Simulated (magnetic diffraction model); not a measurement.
**Li₂FeAs₄O₁₂ below its ordering temperature**

Space group P-1 (no. 2), a = 5.1290 Å, b = 7.2190 Å, c = 7.6260 Å, α = 64.36°, β = 80.70°, γ = 69.69°.

| site | atom | x | y | z |
| --- | --- | --- | --- | --- |
| 2i | As | 0.5559 | 0.5906 | 0.2141 |
| 2i | As | 0.4449 | 0.1987 | 0.2025 |
| 1a | Fe | 0 | 0 | 0 |
| 2i | O | 0.2248 | 0.1303 | 0.3645 |
| 2i | O | 0.5337 | 0.3793 | 0.2220 |
| 2i | O | 0.2420 | 0.4633 | 0.6253 |
| 2i | O | 0.7269 | 0.2461 | 0.7791 |
| 2i | O | 0.3100 | 0.3036 | 0.9937 |
| 2i | O | 0.7156 | 0.0135 | 0.2068 |
| 2i | Li | 0.9746 | 0.7564 | 0.4413 |

This is a made-up structure (elements placed in a structure type, unrelaxed), so the numbers test the method and describe no known phase.

Only Fe is taken to order (form factors of Fe2+); orders and moment sizes are assumed, and not adapted to the symmetry. Radiation: neutrons of λ = 2.52 Å, 8° to 45°; isotropic B of 0.4 Å² (As), 0.43 Å² (Fe), 0.45 Å² (O) and 0.69 Å² (Li). Simulated constant-wavelength pattern: nuclear and magnetic terms add, the magnetic one as |2.695 fm × Σ f S⊥ exp(2πi Q·r) exp(−B s²)|², summed over all Q at one angle with the factor 1/(sin²θ cos θ). For collinear order S is the moment m, which repeats by lattice and centring translations R with the sign exp(−2πi k·R). Free-ion form factors, Sears's scattering lengths of 1992, no absorption; a label names one of the reflections at its angle. The strongest nuclear line in the range is 100, and lines under 0.2 are left out.

Above the ordering temperature:

| 2θ (°) | index | I |
| --- | --- | --- |
| 21.12 | (0 0 1) | 53.7 |
| 30.37 | (1 0 0) | 67.8 |
| 32.20 | (1 1 0) | 5.0 |
| 32.60 | (1 1 1) | 3.1 |
| 37.54 | (1 0 -1) | 0.6 |
| 37.91 | (0 1 -1) | 9.5 |
| 39.66 | (0 1 2) | 6.9 |
| 43.01 | (0 0 2) | 38.3 |
| 43.76 | (0 2 1) | 27.8 |
| 43.89 | (1 2 1) | 100.0 |
| 44.30 | (1 1 -1) | 3.5 |
| 44.50 | (1 -1 0) | 34.2 |

Below it (cell unchanged):

```csv
2θ (°),I
21.12,61.6
23.51,6.8
24.41,2.8
30.37,71.8
32.20,7.5
32.60,3.8
37.05,2.0
37.54,3.3
37.91,12.2
39.66,8.0
43.01,39.8
43.76,28.8
43.89,100.3
44.30,5.2
44.50,35.9
```

**Question.** Find the propagation vector, then choose among these models:
A. collinear moments along [001], 3.87 μB on Fe
B. collinear moments along [110], 3.87 μB on Fe
C. collinear moments along [111], 3.87 μB on Fe

No line moves, and magnetic intensity falls on nuclear lines such as the one at 21.12°; new lines at (1 0 1) have whole indices that obey the lattice centring, at places with no nuclear intensity to speak of, so the magnetic cell equals the chemical primitive cell: k = 0.

Magnetic intensity, observed (below minus above) and for each model:

| 2θ (°) | index | observed | A | B | C |
| --- | --- | --- | --- | --- | --- |
| 21.12 | (0 0 1) | 7.9 | 1.9 | 10.1 | 7.9 |
| 23.51 | (0 1 0) | 6.6 | 8.0 | 5.0 | 6.6 |
| 24.41 | (0 1 1) | 2.7 | 2.9 | 4.8 | 2.7 |
| 32.20 | (1 1 0) | 2.5 | 3.9 | 0.8 | 2.5 |
| 32.60 | (1 1 1) | 0.7 | 2.5 | 0.9 | 0.7 |
| 39.66 | (0 1 2) | 1.1 | 0.1 | 2.0 | 1.1 |
| 43.01 | (0 0 2) | 1.5 | 0.4 | 1.9 | 1.5 |
| 43.89 | (1 2 1) | 0.3 | 1.5 | <0.2 | 0.3 |

Model C matches.

The structure used: k = (0 0 0), collinear moments along [111], 3.87 μB on Fe.

[Logs are printed without paths, hosts, clocks, repeated set-up lines and the standing remarks that a program may print on its own settings, such as how far it seeks lower states.]
